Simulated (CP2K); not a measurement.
Two runs for the C K edge of trifluoromethylacetylene. Run A: CP2K XAS_TDP, all-electron GAPW, PBEh(45%), aug-cc-pVDZ, TDA, no relativity. Run B differs in one setting.

First lines with a strength over 0.0015. A:

```tsv
atom	energy (eV)	states	strength, one atom
C1 (bonded to C and H)	281.94	1	0.0511
	281.96	1	0.0510
	285.28	1	0.0079
	286.12	1	0.0056
	286.95	2	0.0138
C2 (bonded to 2 C)	281.90	2	0.0876
	286.49	1	0.0025
	286.97	2	0.0084
	287.18	1	0.0058
	288.45	2	0.0018
C3 (bonded to C and 3 F)	289.46	1	0.0541
	289.50	1	0.0539
	291.95	1	0.0507
	293.17	1	0.0050
	293.62	1	0.0359
```

B:

```tsv
atom	energy (eV)	states	strength, one atom
C1 (bonded to C and H)	269.26	1	0.0262
	269.27	1	0.0262
	271.74	3	0.0081
	272.90	2	0.0127
	273.69	2	0.0035
C2 (bonded to 2 C)	269.15	1	0.0218
	269.16	1	0.0220
	271.48	1	0.0016
	271.67	2	0.0049
	274.35	1	0.0097
C3 (bonded to C and 3 F)	275.21	1	0.0074
	275.22	1	0.0073
	276.46	1	0.0015
	278.94	2	0.0018
	278.96	1	0.0081
```

**Question.** Which was it: the basis, scalar relativity switched on, the functional, GW2X switched on?

The functional (functional from PBEh(45%) to PBE; the lines alone don't name the new value). A functional moves all lines by electronvolts and changes their spacings and strengths. Against PBEh(45%) in aug-cc-pVDZ, the leading lines move by -12.68 eV (C1, to 269.26), -12.75 eV (C2, to 269.15) and -14.25 eV (C3, to 275.21); the strength of C1's goes from 0.0511 to 0.0262.

[Banner, clock and machine lines of the logs are left out without a mark of their own.]

[Logs are printed without paths, hosts, clocks, repeated set-up lines and the standing remarks that a program may print on its own settings, such as how far it seeks lower states.]

[Hosts, paths, dates, database ids (printed as entryN), source tags and the programs' standing remarks are cut or masked in the printed files.]
